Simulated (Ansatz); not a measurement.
# OsCl2 (1T sheet): how robust is the cRPA U?, part 2 of 2

Wanted: the sensitivity and cost of U and J for OsCl2 (1T sheet).

Ansatz 0.2.0; constrained RPA on LDA, plane waves, PAW.

So far. Step 4 (Changed: 3×3×1 mesh): On the Os eg shell, screening brings the on-site interaction from 9.4 eV down to U = 2.46 eV. Step 6 (Changed: accuracy low): On the Os eg shell, screening brings the on-site interaction from 9.0 eV down to U = 2.40 eV.

## 8. Changed: strain -3%

The cell differs from the one that the last finished run ended in (a 3.581 → 3.473 Å, b 3.581 → 3.473 Å).

Input file input.yaml:

```yaml
crystal:
  lattice:
    - [0.0, 2.456008184, 2.456008184]
    - [2.456008184, -2.456008184, 0.0]
    - [17.38503569, 17.38503569, -17.38503569]
  atoms:
    - { symbol: Os, position: [0.0, 0.0, 0.3180797022] }
    - { symbol: Cl, position: [0.3333333333, 0.6666666667, 0.3556983137] }
    - { symbol: Cl, position: [0.6666666667, 0.3333333333, 0.2804610906] }
  periodic: [true, true, false]
kpoints:
  mp_grid: { grid: [6, 6, 1] }
hamiltonian:
  xc: lda
scf:
  occupations: { method: gaussian, width: 0.08 }
  n_extra_bands: 19
  max_iter: 150
  lower_state_search: "off"
output:
  crpa:
    kmesh: [6, 6, 1]
    target_bands: [c1, c2]
    projections: [{ species: Os, l: d, shell: 5, orbitals: [dz2, dx2-y2] }]
  local_orbitals:
    kmesh: [12, 12, 1]
    orbitals: [{ species: Os, l: d, shell: 5, orbitals: [dz2, dx2-y2] }]
    window: { bands: [c1, c2] }
    seedname: lo
```

Launch:

```
> ansatz run input.yaml --threads 4 --pin off --max-ram 14745MiB --backend cpu --events-out ev --progress --plain --runs-dir out
```

Numbers of over 12 decimals in the logs are rounded to 6 here.

The program printed:

```text
[...]
Crystal: 3 atoms, lattice volume = 314.598 Å³
Basis set: ecut = 420 eV, 6155 PW (Γ)
Bands: 34, of which v1, the nominal top of the filled ones, is band 15 counted from 1 (14 counted from 0)
Symmetry: 12 space group operations
[...]
k-points: 7 of 36
[...]
° read free of the cell's end (the report's vacuum.weakly_bound_levels)
[...]
χ-basis size per q: N_G = 1119..1146
[...]
Site 0, 5D, 2 of 5 d orbitals (Wannier functions 1, 2; wannier90's mr 1, 4):
      screened: U = 2.3951 eV, U' = 1.9296 eV, J = 0.2327 eV
      screened, to within: U = 5.5e-3 eV, U' = 5.5e-3 eV, J = 5.3e-4 eV
      bare: V = 8.7296 eV, V' = 7.9378 eV, J = 0.3959 eV
[...]
[key lines of the parts left out:]
SCF converged after 7 iterations
Free energy (F): -13206.031064 eV
Fermi energy:    -3.757400 eV
```

Run time: 64 s. Hardware: 4 threads of Arm Neoverse V1, shared host; peak memory 1.7 GiB; 4 min of CPU time.

This step gave:

```
U                                                 : 2.395 eV
U prime (inter-orbital)                           : 1.930 eV
J                                                 : 0.2327 eV
bare V                                            : 8.730 eV
bare J                                            : 0.3959 eV
stated bound on U                                 : 0.005463 eV
U over bare V                                     : 0.2744
electrons in the window                           : 0
head of the constrained inverse dielectric matrix : 0.5982
least eigenvalue of the projection's overlap      : 0.4597
target functions                                  : 2
bands in the sums                                 : 34
r.m.s. miss of the model bands                    : 0.001833 eV
width of the target bands                         : 1.416 eV
weight of the projected orbitals in the window    : 0.5704
```

On the Os eg shell, screening brings the on-site interaction from 8.7 eV down to U = 2.40 eV.

## 9. Changed: potentials

input.yaml, the sections that differ from step 8:

```yaml
crystal:
  lattice:
    - [0.0, 2.5319672, 2.5319672]
    - [2.5319672, -2.5319672, 0.0]
    - [17.38503569, 17.38503569, -17.38503569]
  atoms:
    - { symbol: Os, position: [0.0, 0.0, 0.3180797022] }
    - { symbol: Cl, position: [0.3333333333, 0.6666666667, 0.3556983137] }
    - { symbol: Cl, position: [0.6666666667, 0.3333333333, 0.2804610906] }
  periodic: [true, true, false]
hamiltonian:
  xc: lda
  pseudopotentials: { kind: paw, source: ansatz }
output:
  crpa:
    kmesh: [6, 6, 1]
    target_bands: [c1, c2]
    projections: [{ species: Os, l: d, shell: 5, orbitals: [dz2, dx2-y2] }]
# kpoints, scf: as in step 8
```

The program printed:

```text
Warning: <dir> the record states the generating functional pbe (its physics header spells it `PBE`), which answers neither for hamiltonian.xc's functional nor for the lda family's, and the run keeps its frozen core as the file was made (hamiltonian.pseudopotentials.frozen_core says where one is remade) — results may be inconsistent (PPs are generated against a specific XC)
[...]
Crystal: 3 atoms, lattice volume = 334.359 Å³
[...]
° read free of the cell's end (the report's vacuum.weakly_bound_levels)
[...]
χ-basis size per q: N_G = 1182..1236
[...]
Site 0, 5D, 2 of 5 d orbitals (Wannier functions 1, 2; wannier90's mr 1, 4):
      screened: U = 2.4083 eV, U' = 1.9255 eV, J = 0.2414 eV
      screened, to within: U = 6.3e-3 eV, U' = 6.3e-3 eV, J = 6.4e-4 eV
      bare: V = 9.0083 eV, V' = 8.1931 eV, J = 0.4076 eV
[...]
[key lines of the parts left out:]
SCF converged after 9 iterations
Free energy (F): -13274.856094 eV
Fermi energy:    -3.942258 eV
```

It took 2.5 min on 4 threads; peak memory 3.5 GiB.

Numbers from this step:

| Property | Result |
| --- | --- |
| U | 2.408 eV |
| U prime (inter-orbital) | 1.925 eV |
| J | 0.2414 eV |
| bare V | 9.008 eV |
| bare J | 0.4076 eV |
| stated bound on U | 0.006254 eV |
| U over bare V | 0.2673 |
| electrons in the window | 0 |
| head of the constrained inverse dielectric matrix | 0.6009 |
| least eigenvalue of the projection's overlap | 0.4753 |
| target functions | 2 |
| bands in the sums | 34 |
| width of the target bands | 1.106 eV |
| weight of the projected orbitals in the window | 0.5940 |

On the Os eg shell, screening brings the on-site interaction from 9.0 eV down to U = 2.41 eV.

## 10. Side by side

Times are wall times on 4 threads of Arm Neoverse V1, shared host, good to a factor of about two.

```
          run  bare V (eV)  U (eV)  J (eV)  bound on U (eV)  width (eV)     time
target window         9.01   2.411   0.242           0.0053        1.11     70 s
   9×9×1 mesh         8.96   2.400   0.241           0.0052        1.11  2.9 min
   3×3×1 mesh         9.38   2.461   0.252           0.0053        1.11     23 s
 accuracy low         9.01   2.404   0.241           0.0693        1.11     43 s
   strain -3%         8.73   2.395   0.233           0.0055        1.42     64 s
   potentials         9.01   2.408   0.241           0.0063        1.11  2.5 min
```

## 11. Outcome

```json
{"target window": "U 2.41 eV, J 0.24 eV", "9×9×1 mesh": "U 2.40 eV, J 0.24 eV", "3×3×1 mesh": "U 2.46 eV, J 0.25 eV", "accuracy low": "U 2.40 eV, J 0.24 eV", "strain -3%": "U 2.40 eV, J 0.23 eV", "potentials": "U 2.41 eV, J 0.24 eV"}
```

9×9×1 mesh moves U by −0.01 eV at 2.5 times the time. 3×3×1 mesh moves U by +0.05 eV at 0.32 times the time. Accuracy low moves U by −0.01 eV (within the solver's bounds, for the mean over orbitals). Strain -3% moves U by −0.02 eV. Potentials moves U by −0.003 eV (within the solver's bounds, for the mean over orbitals) at 2.1 times the time. The printed bound covers the solver alone, not the mesh. The parent state is non-magnetic and the interaction static (zero frequency); U depends on the window and the orbitals, so it belongs to this model alone. Spin-orbit coupling, which is strong for atoms this heavy, is left out.

[Paths, hosts, dates, memory and timing lines, banners, echoed tables and standing remarks are left out of the program output.]

[Logs are printed without paths, hosts, clocks, repeated set-up lines and the standing remarks that a program may print on its own settings, such as how far it seeks lower states.]

[Runs of the session that timed out or met a known fault of the program may be left out.]

[Hosts, paths, dates, database ids (printed as entryN), source tags and the programs' standing remarks are cut or masked in the printed files.]
